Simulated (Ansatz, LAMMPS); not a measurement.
## Localised basis functions on glassy 66SiO2-6Al2O3-14Na2O-14Li2O (mol %) (109 atoms)

Aim: test how closely localised support functions follow the reference on glassy 66SiO2-6Al2O3-14Na2O-14Li2O (mol %) (109 atoms), and at what cost. A setting counts as converged where the r.m.s. difference of forces stays under 1 % of the r.m.s. force.

Main program and level: Ansatz 0.2.0; Kohn-Sham DFT, PBE, PAW (set soft_2), plane waves.

Report form: inputs, costs, results and the conclusion, without the logs.

**1. The structure**

The cell holds 109 atoms: 23 Si, 4 Al, 10 Na, 10 Li and 62 O. Its edges and angles: a = 11.072 Å, b = 11.072 Å, c = 11.072 Å, α = 90.0°, β = 90.0°, γ = 90.0°. 109 atoms (23 Si, 4 Al, 10 Na, 10 Li, 62 O) placed at random at 2.41 g/cm³, melted at 4000 K for 10 ps at fixed volume with the Morse and Coulomb pair potential with partial charges (Pedone, Malavasi, Menziani, Cormack and Segre, J. Phys. Chem. B 110, 11780 (2006)). Quenched from 4000 K to 300 K at 50 K/ps and fixed volume, held 10 ps at zero pressure, then minimised at fixed cell.

What the set-up can't give: The quench rate of 50 K/ps is orders of magnitude faster than experiment, which tends to freeze in extra defects. The network of bonds at the start is that of the classical potential that made the cell, and needn't be the one that DFT or experiment would give. The Brillouin zone is sampled at Γ only, in a cell whose shortest periodic width is 11 Å.

**2. How the cell was made**

A classical potential makes the cell, at a small fraction of what the same run would cost in DFT.

This step: classical MD, Morse and Coulomb pair potential with partial charges (Pedone, Malavasi, Menziani, Cormack and Segre, J. Phys. Chem. B 110, 11780 (2006)) (LAMMPS 22 Jul 2025 - Update 4).

in.lmp

```
# melt-quench of Si23Al4Na10Li10O62
units metal
atom_style charge
boundary p p p
region box block 0 11.2127 0 11.2127 0 11.2127
create_box 5 box
mass 1 28.0850   # Si
mass 2 26.9815   # Al
mass 3 22.9898   # Na
mass 4 6.9400   # Li
mass 5 15.9990   # O
create_atoms 1 random 23 42231 NULL overlap 1.5 maxtry 2000
create_atoms 2 random 4 42238 NULL overlap 1.5 maxtry 2000
create_atoms 3 random 10 42245 NULL overlap 1.5 maxtry 2000
create_atoms 4 random 10 42252 NULL overlap 1.5 maxtry 2000
create_atoms 5 random 62 42259 NULL overlap 1.5 maxtry 2000
pair_style hybrid/overlay pedone 5.5 coul/long 8.0
pair_coeff * * coul/long
pair_coeff 1 5 pedone 0.340554 2.006700 2.100000 1   # Si-O
pair_coeff 2 5 pedone 0.361581 1.900442 2.164818 0.9   # Al-O
pair_coeff 3 5 pedone 0.023363 1.763867 3.006315 5   # Na-O
pair_coeff 4 5 pedone 0.001114 3.429506 2.681360 1   # Li-O
pair_coeff 5 5 pedone 0.042395 1.379316 3.618701 22   # O-O
set type 1 charge 2.4
set type 2 charge 1.8
set type 3 charge 0.6
set type 4 charge 0.6
set type 5 charge -1.2
kspace_style pppm 1.0e-4
neigh_modify delay 0 every 1 check yes
thermo_style custom step time temp pe press density
thermo_modify norm yes
timestep 0.002
thermo 100
# [... 18 lines left out ...]
thermo 1666
fix md all npt temp 300 300 0.2 iso 0 0 2
run 5000 post no
unfix md
thermo 100
min_style cg
minimize 0 1e-3 2000 20000
write_dump all custom glass.dump id type xs ys zs modify sort id
```

Run with:

```console
lmp -in in.lmp -log none -nocite
```

Elapsed: 72 s, on 1 thread of Intel Xeon at 2.80GHz (Skylake/Cascade Lake), shared host; peak memory 0.33 GiB.

**3. Plane-wave single point**

The first run fixes the reference, at a cutoff of 420 eV.

input.yaml

```yaml
crystal:
  lattice:
    - [11.07229, 0.0, 0.0]
    - [0.0, 11.07229, 0.0]
    - [0.0, 0.0, 11.07229]
  atoms:
    - { symbol: Si, position: [0.00692, 0.46353, 0.19083] }
    - { symbol: Si, position: [0.23316, 0.33918, 0.29396] }
    - { symbol: Si, position: [0.58648, 0.17954, 0.06398] }
    - { symbol: Si, position: [0.62103, 0.43747, 0.46382] }
    - { symbol: Si, position: [0.24532, 0.7092, 0.36003] }
    - { symbol: Si, position: [0.96716, 0.89121, 0.90077] }
    - { symbol: Si, position: [0.33263, 0.85661, 0.59728] }
    - { symbol: Si, position: [0.69034, 0.93677, 0.93033] }
    - { symbol: Si, position: [0.4814, 0.02213, 0.27522] }
    - { symbol: Si, position: [0.86671, 0.2639, 0.87209] }
    - { symbol: Si, position: [0.76772, 0.62284, 0.62773] }
    - { symbol: Si, position: [0.23136, 0.19106, 0.52666] }
    - { symbol: Si, position: [0.49025, 0.08141, 0.54193] }
    - { symbol: Si, position: [0.17514, 0.56386, 0.58082] }
    - { symbol: Si, position: [0.44208, 0.5268, 0.25357] }
    - { symbol: Si, position: [0.71452, 0.09246, 0.70273] }
    - { symbol: Si, position: [0.07239, 0.84815, 0.16106] }
    - { symbol: Si, position: [0.64324, 0.79784, 0.32605] }
    - { symbol: Si, position: [0.42315, 0.45206, 0.6717] }
    - { symbol: Si, position: [0.00218, 0.75064, 0.65693] }
    - { symbol: Si, position: [0.12664, 0.51768, 0.9305] }
    - { symbol: Si, position: [0.03527, 0.32065, 0.64917] }
    - { symbol: Si, position: [0.84785, 0.22919, 0.13761] }
    - { symbol: Al, position: [0.19795, 0.06458, 0.28918] }
    - { symbol: Al, position: [0.842, 0.6784, 0.16078] }
    - { symbol: Al, position: [0.85226, 0.54292, 0.88857] }
    - { symbol: Al, position: [0.25203, 0.27232, 0.81009] }
    - { symbol: Na, position: [0.61363, 0.37765, 0.83496] }
    - { symbol: Na, position: [0.0987, 0.11402, 0.02036] }
    - { symbol: Na, position: [0.93655, 0.73689, 0.39458] }
    - { symbol: Na, position: [0.933, 0.00892, 0.41082] }
    - { symbol: Na, position: [0.40555, 0.45647, 0.97188] }
    - { symbol: Na, position: [0.8988, 0.44612, 0.43238] }
    - { symbol: Na, position: [0.58315, 0.7063, 0.79929] }
    - { symbol: Na, position: [0.41062, 0.01305, 0.83128] }
    - { symbol: Na, position: [0.79724, 0.94819, 0.18912] }
    - { symbol: Na, position: [0.68691, 0.47052, 0.10908] }
    - { symbol: Li, position: [0.79537, 0.8875, 0.55444] }
    - { symbol: Li, position: [0.54484, 0.779, 0.58284] }
    - { symbol: Li, position: [0.81804, 0.2028, 0.48388] }
    - { symbol: Li, position: [0.16654, 0.04552, 0.78162] }
    - { symbol: Li, position: [0.982, 0.01742, 0.6477] }
    - { symbol: Li, position: [0.22647, 0.75216, 0.79697] }
    - { symbol: Li, position: [0.33462, 0.20365, 0.04764] }
    - { symbol: Li, position: [0.67026, 0.18657, 0.32409] }
    - { symbol: Li, position: [0.58262, 0.70353, 0.07705] }
    - { symbol: Li, position: [0.38184, 0.65619, 0.83572] }
    - { symbol: O, position: [0.31007, 0.52295, 0.60945] }
    - { symbol: O, position: [0.24138, 0.93691, 0.67129] }
    - { symbol: O, position: [0.00484, 0.54167, 0.85917] }
    - { symbol: O, position: [0.76755, 0.56346, 0.75861] }
    - { symbol: O, position: [0.34787, 0.4091, 0.24377] }
    - { symbol: O, position: [0.24562, 0.30648, 0.4359] }
    - { symbol: O, position: [0.70054, 0.25306, 0.12008] }
    - { symbol: O, position: [0.49797, 0.55437, 0.12654] }
    - { symbol: O, position: [0.81074, 0.0618, 0.60482] }
    - { symbol: O, position: [0.1855, 0.38741, 0.89287] }
    - { symbol: O, position: [0.60378, 0.83145, 0.95859] }
    - { symbol: O, position: [0.83235, 0.90817, 0.95808] }
    - { symbol: O, position: [0.91867, 0.34922, 0.16829] }
    - { symbol: O, position: [0.48208, 0.52482, 0.77984] }
    - { symbol: O, position: [0.45319, 0.94238, 0.56746] }
    - { symbol: O, position: [0.28592, 0.79983, 0.46927] }
    - { symbol: O, position: [0.89727, 0.19498, 0.00025] }
    - { symbol: O, position: [0.70224, 0.71486, 0.21966] }
    - { symbol: O, position: [0.00415, 0.012, 0.83455] }
    - { symbol: O, position: [0.13197, 0.683, 0.65717] }
    - { symbol: O, position: [0.56403, 0.90684, 0.25583] }
    - { symbol: O, position: [0.75664, 0.86412, 0.38416] }
    - { symbol: O, position: [0.38688, 0.76443, 0.69414] }
    - { symbol: O, position: [0.52268, 0.41997, 0.5713] }
    - { symbol: O, position: [0.22715, 0.61585, 0.91173] }
    - { symbol: O, position: [0.96683, 0.79266, 0.79234] }
    - { symbol: O, position: [0.54632, 0.48046, 0.346] }
    - { symbol: O, position: [0.1632, 0.61209, 0.44289] }
    - { symbol: O, position: [0.3646, 0.14865, 0.55268] }
    - { symbol: O, position: [0.9108, 0.64968, 0.5984] }
    - { symbol: O, position: [0.70802, 0.74999, 0.63771] }
    [... 25 atom lines left out ...]
    - { symbol: O, position: [0.53093, 0.08566, 0.4017] }
    - { symbol: O, position: [0.06387, 0.85847, 0.01082] }
    - { symbol: O, position: [0.16464, 0.09725, 0.44008] }
    - { symbol: O, position: [0.9595, 0.28394, 0.53933] }
    - { symbol: O, position: [0.91999, 0.56433, 0.24481] }
    - { symbol: O, position: [0.55973, 0.73459, 0.4154] }
kpoints:
  mp_grid: { grid: [1, 1, 1] }
hamiltonian:
  xc: pbe
scf:
  occupations: { method: fixed }
output:
  forces: true
  stress: true
  populations: true
  dos:
    method: { smearing: { sigma: 0.08 } }
    de: 0.1
    projected: { site_lists: { Al: [Al], Li: [Li], Na: [Na], O: [O], Si: [Si] } }
  eigenvalues: true
  write_density: true
  write_potential: true
  volumetric_format: npy
  elf: true
```

Run with:

```console
ansatz run input.yaml --threads 4 --pin off --max-ram 8192MiB --backend cpu --events-out ev --progress --plain --runs-dir out
```

Wall time 21 s (4 threads of Arm Neoverse V2, shared host); peak memory 1.8 GiB.

The program notes that the exchange-correlation potential is rough where the density is thin.

The run gave:

* free energy: -68980.8514 eV
* free energy per atom: -632.8518 eV/atom
* SCF cycles: 9
* pressure: 6.16 GPa
* r.m.s. force component: 0.8748 eV/Å
* longest force: 3.011 eV/Å
* Fermi energy: 4.727 eV
* gap (highest filled to lowest empty level): 2.457 eV
* spilling of the projection: 0.01085

The r.m.s. force component of 0.87 eV/Å sets the scale for the differences below.

**4. Support functions low**

The cell is solved in localised support functions.

This step: Kohn-Sham DFT, PBE, PAW (set soft_2), localised support functions (low) (Ansatz 0.2.0).

input.yaml, the sections that differ from step 3:

```yaml
scf:
  occupations: { method: fixed }
  eigensolver: { kind: { support_functions: { accuracy: low } } }
  max_iter: 150
output:
  forces: true
  eigenvalues: true
# crystal, kpoints, hamiltonian: as in step 3
```

It took 1.7 min on 4 threads; peak memory 3.7 GiB; 6.8 min of CPU time.

The program notes that the band table was not solved further than the SCF left it and it switched symmetry off.

Keys that differ from the reference: support_functions.accuracy = "low" and scf.max_iter = 150.

Forces differ from the reference by 0.49 meV/Å r.m.s., 0.057 % of their size, well within a tolerance of 1 %; the energy by -4.1 meV/atom. It took roughly 5.0 times the reference's time (one timing each, with unlike analyses asked), in 13 cycles against 9.

**5. Support functions medium**

With localised support functions most steps grow linearly with size, though the diagonalisation grows faster unless the density matrix is cut; this run measures error and cost at this size. Besides, the program derives a nominal cutoff of 464 eV for this run, against the reference's 420.

This step: Kohn-Sham DFT, PBE, PAW (set soft_2), localised support functions (medium) (Ansatz 0.2.0).

input.yaml, the sections that differ from step 4:

```yaml
scf:
  occupations: { method: fixed }
  eigensolver: { kind: { support_functions: { accuracy: medium } } }
  max_iter: 150
# crystal, kpoints, hamiltonian, output: as in step 4
```

The job ended after 3 min (4 threads; peak memory 5.2 GiB).

Keys that differ from the reference: support_functions.accuracy = "medium" and scf.max_iter = 150.

Forces differ from the reference by 0.40 meV/Å r.m.s., 0.046 % of their size, well within a tolerance of 1 %; the energy by -4.1 meV/atom. It took roughly 8.5 times the reference's time (one timing each, with unlike analyses asked), in 14 cycles against 9.

**6. Support functions medium, spacing 0.33 Å**

The grid spacing sets how fine a wave the support functions can hold. Besides, the program derives a nominal cutoff of 464 eV for this run, against the reference's 420.

input.yaml, the sections that differ from step 5:

```yaml
scf:
  occupations: { method: fixed }
  eigensolver: { kind: { support_functions: { accuracy: medium, spacing: 0.33 } } }
  max_iter: 150
# crystal, kpoints, hamiltonian, output: as in step 5
```

Run time: 64 s. Hardware: 4 threads; peak memory 2.3 GiB.

The program notes that the forces don't sum to zero within tolerance and the grid leaves an egg-box force.

Forces differ from the reference by 41 meV/Å r.m.s., 4.6 % of their size, over a tolerance of 1 %; the energy by +14 meV/atom and the gap by -0.027 eV. It took roughly 3.1 times the reference's time (one timing each, with unlike analyses asked), in 15 cycles against 9. The setting is coarser than the default on purpose.

**7. Support functions medium, spacing 0.275 Å**

input.yaml, the sections that differ from step 6:

```yaml
scf:
  occupations: { method: fixed }
  eigensolver: { kind: { support_functions: { accuracy: medium, spacing: 0.275 } } }
  max_iter: 150
# crystal, kpoints, hamiltonian, output: as in step 6
```

Run time: 84 s. Hardware: 4 threads; peak memory 2.9 GiB; 5.5 min of CPU time.

Forces differ from the reference by 2.9 meV/Å r.m.s., 0.33 % of their size, within a tolerance of 1 %; the energy by -6.5 meV/atom. It took roughly 4.0 times the reference's time (one timing each, with unlike analyses asked), in 15 cycles against 9. The setting is coarser than the default on purpose.

**8. All settings compared**

Each row is set against the plane-wave reference (Kohn-Sham DFT, PBE, PAW (set soft_2), plane waves; r.m.s. force component 0.875 eV/Å). Energies are set beside the reference only for runs with its functional, potentials and electron count. Times are for 4 threads of Arm Neoverse V2, shared host. The reference's time includes the DOS, ELF, the stress and grids, which some other runs skip.

```tsv
run	Δ force, r.m.s. (meV/Å)	share of r.m.s. force (%)	Δ energy (meV/atom)	Δ gap (eV)	cycles	time	host memory (GiB)
reference	-	-	-	-	9	21 s	1.8
support functions low	0.494	0.0565	-4.07	1.0e-4	13	1.7 min	3.7
support functions medium	0.404	0.0462	-4.09	3.0e-4	14	3 min	5.2
support functions medium, spacing 0.33 Å	40.6	4.64	14.1	-0.0274	15	64 s	2.3
support functions medium, spacing 0.275 Å	2.91	0.332	-6.55	1.0e-4	15	84 s	2.9
```

[end of part 1 of 2]

[Long decimals in the printed logs are rounded to 6 places.]

[Logs are printed without paths, hosts, clocks, repeated set-up lines and the standing remarks that a program may print on its own settings, such as how far it seeks lower states.]

[Hosts, paths, dates, database ids (printed as entryN), source tags and the programs' standing remarks are cut or masked in the printed files.]
